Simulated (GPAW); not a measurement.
# CsH (Pm-3m): G0W0 on several meshes in GPAW

How does the mesh move the gap of CsH (Pm-3m)?

Program: GPAW 26.7.0. Level of theory: LDA and many-body steps on it, plane waves. Results are calculated unless marked as measured.

Report form: the programs' logs are mostly left out.

### Step 1. Starting point

Symmetry: Pm-3m, No. 221, cubic system. Conventional cell: a = 3.818 Å, b = 3.818 Å, c = 3.818 Å, α = 90.00°, β = 90.00°, γ = 90.00°. Nearest to Cs lie 8 H at 3.31 Å. Nearest to H lie 8 Cs at 3.31 Å. Farther neighbours are not listed.

As a file:

```cif
data_structure
_symmetry_space_group_name_H-M 'Pm-3m'
_symmetry_Int_Tables_number 221
_cell_length_a 3.8184
_cell_length_b 3.8184
_cell_length_c 3.8184
_cell_angle_alpha 90.000
_cell_angle_beta 90.000
_cell_angle_gamma 90.000
_cell_volume 55.67
loop_
_atom_site_label
_atom_site_type_symbol
_atom_site_symmetry_multiplicity
_atom_site_Wyckoff_symbol
_atom_site_fract_x
_atom_site_fract_y
_atom_site_fract_z
_atom_site_occupancy
Cs1 Cs 1 a 0.00000 0.00000 0.00000 1
H1 H 1 b 0.50000 0.50000 0.50000 1
```

The cell and positions are those that the Materials Project relaxed with its own functionals (PBE, PBE+U or r2SCAN), kept fixed. Spin-orbit coupling is left out unless a step names it.

### Step 2. Empty states on the mesh, 4×4×4 mesh, 509 bands

This step: GPAW 26.7.0; DFT, LDA, plane waves, PAW.

The sums over transitions need many empty states on a uniform mesh; this step solves for them.

Contents of run.py:

```python
import json
import numpy as np
from gpaw.mpi import world
from gpaw import GPAW

calc = GPAW('gs.gpw').fixed_density(kpts={'size': (4, 4, 4), 'gamma': True},
    parallel={'domain': 1, 'band': 1},
    txt='nscf.txt')
calc.diagonalize_full_hamiltonian(nbands=509)
calc.write('full.gpw', mode='all')
res = {}
kpts = calc.get_ibz_k_points()
res['kpts'] = kpts
res['eigenvalues'] = [calc.get_eigenvalues(kpt=k) for k in range(len(kpts))]
res['n_electrons'] = calc.get_number_of_electrons()

if world.rank == 0:
    with open('result.json', 'w') as f:
        json.dump(res, f, default=lambda x: x.tolist())
```

Launch:

```bash
mpirun -n 4 gpaw python run.py
```

The job ended after 21 s (4 MPI ranks of Arm Neoverse V2, shared host; peak memory 1.8 GiB; 83 s of CPU time).

This step gave:

```yaml
gap: 2.272 eV
k_of_the_valence_top: 0.5, 0.5, 0.5
k_of_the_conduction_bottom: 0.5, 0, 0
least_direct_gap: 2.457 eV
k_points_computed: 10
lowest_point_of_the_top_converged_band_above_the_valence_top: 240.1072 eV
```

On this mesh the gap is 2.272 eV.

### Step 3. 4×4×4

G0W0 replaces the xc potential by the self-energy, built once from these orbitals. Only a window of levels is corrected, while the sums run over the empty bands that the input names.

This step: G0W0 on LDA, plane waves, PAW.

Contents of run.py:

```python
import json
import numpy as np
from gpaw.mpi import world
from gpaw.response.g0w0 import G0W0

gw = G0W0('full.gpw',
    filename='gw',
    kpts=[0, 4, 9],
    bands=(3, 7),
    ecut=75,
    nbands=82,
    integrate_gamma='WS',
    ppa=True)
gw.calculate()
res = {mode: {k: v for k, v in r.items() if k != 'sigma_eskwn'}
       for mode, r in gw.all_results.items()}

if world.rank == 0:
    with open('result.json', 'w') as f:
        json.dump(res, f, default=lambda x: x.tolist())
```

Launch:

```bash
mpirun -n 4 gpaw python run.py
```

Wall time 19 s (4 MPI ranks); peak memory 1 GiB.

Numbers from this step:

| Quantity | Value |
| --- | --- |
| G0W0 gap on the points computed | 4.412 eV |
| least direct G0W0 gap on the computed points | 4.500 eV |
| Z at the valence top | 0.7876 |
| Z at the conduction bottom | 0.8378 |
| starting gap on the mesh | 2.272 eV |
| k of the valence top | 0.5, 0.5, 0.5 |
| k of the conduction bottom | 0.5, 0, 0 |

The gap on the mesh goes from 2.27 eV to 4.41 eV, a correction of +2.14 eV.

### Step 4. Empty states on the mesh, 6×6×6 mesh, 92 bands

This step: DFT, LDA, plane waves, PAW.

Contents of run.py:

```python
import json
import numpy as np
from gpaw.mpi import world
from gpaw import GPAW

calc = GPAW('gs.gpw').fixed_density(kpts={'size': (6, 6, 6), 'gamma': True},
    nbands=107,
    convergence={'bands': 92},
    txt='nscf.txt')
calc.write('full.gpw', mode='all')
res = {}
kpts = calc.get_ibz_k_points()
res['kpts'] = kpts
res['eigenvalues'] = [calc.get_eigenvalues(kpt=k) for k in range(len(kpts))]
res['n_electrons'] = calc.get_number_of_electrons()

if world.rank == 0:
    with open('result.json', 'w') as f:
        json.dump(res, f, default=lambda x: x.tolist())
```

Launch:

```bash
mpirun -n 4 gpaw python run.py
```

Wall time 23 s (4 MPI ranks); peak memory 0.74 GiB.

Numbers from this step:

```
gap                                                           : 2.272 eV
k of the valence top                                          : 0.5, 0.5, 0.5
k of the conduction bottom                                    : 0.5, 0, 0
least direct gap                                              : 2.457 eV
k points computed                                             : 20
lowest point of the top converged band, above the valence top : 68.5627 eV
```

On this mesh the gap is 2.272 eV.

### Step 5. 6×6×6

This step: G0W0 on LDA, plane waves, PAW.

Contents of run.py:

```python
import json
import numpy as np
from gpaw.mpi import world
from gpaw.response.g0w0 import G0W0

gw = G0W0('full.gpw',
    filename='gw',
    kpts=[0, 10, 19],
    bands=(3, 7),
    ecut=75,
    nbands=82,
    integrate_gamma='WS',
    ppa=True)
gw.calculate()
res = {mode: {k: v for k, v in r.items() if k != 'sigma_eskwn'}
       for mode, r in gw.all_results.items()}

if world.rank == 0:
    with open('result.json', 'w') as f:
        json.dump(res, f, default=lambda x: x.tolist())
```

Launch:

```bash
mpirun -n 4 gpaw python run.py
```

Run time: 71 s. Hardware: 4 MPI ranks; peak memory 1.2 GiB; 4.7 min of CPU time.

Numbers from this step:

- G0W0 gap on the points computed: 4.426 eV
- least direct G0W0 gap on the computed points: 4.514 eV
- Z at the valence top: 0.7887
- Z at the conduction bottom: 0.8393
- starting gap on the mesh: 2.272 eV
- k of the valence top: 0.5, 0.5, 0.5
- k of the conduction bottom: 0.5, 0, 0

Against G0W0 in GPAW (4×4×4 mesh, 82 bands, screening to 75 eV, Godby-Needs plasmon pole), the gap moves by +0.014 eV.

### Step 6. The runs together

Times are wall times on 4 MPI ranks of Arm Neoverse V2, shared host, good to a factor of about two.

| run | mesh | bands | screening cutoff (eV) | DFT gap (eV) | gap on the mesh (eV) | direct (eV) | time |
| --- | --- | --- | --- | --- | --- | --- | --- |
| 4×4×4 | 4×4×4 | 82 | 75 | 2.272 | 4.412 | 4.500 | 19 s |
| 6×6×6 | 6×6×6 | 82 | 75 | 2.272 | 4.426 | 4.514 | 71 s |

### Step 7. What came out

```yaml
4x4x4: 4.412 eV
6x6x6: 4.426 eV
known_limits: not at the basis limit; no spin-orbit coupling; coarse k mesh
```

In words: 6×6×6: +0.014 eV against 4×4×4. Bands and cutoff are finite, so the gap is not at the basis limit. The miss can reach some tenths of an eV and take either sign; the mesh is an error of its own. These stock PAW sets were not made for GW. In the G0W0 runs levels were corrected at 3 k points alone, so a gap called «on the mesh» is the least over those, and an edge elsewhere would be missed. The 4×4×4 mesh is coarse for this cell, which bears on the long-range parts of exchange and screening. The many-body steps are scalar-relativistic: spin-orbit coupling is not in them.

[Paths, hosts, dates, memory and timing lines, banners, echoed tables and standing remarks are left out of the program output.]

[Logs are printed without paths, hosts, clocks, repeated set-up lines and the standing remarks that a program may print on its own settings, such as how far it seeks lower states.]

[Runs of the session that timed out or met a known fault of the program may be left out.]

[Hosts, paths, dates, database ids (printed as entryN), source tags and the programs' standing remarks are cut or masked in the printed files.]
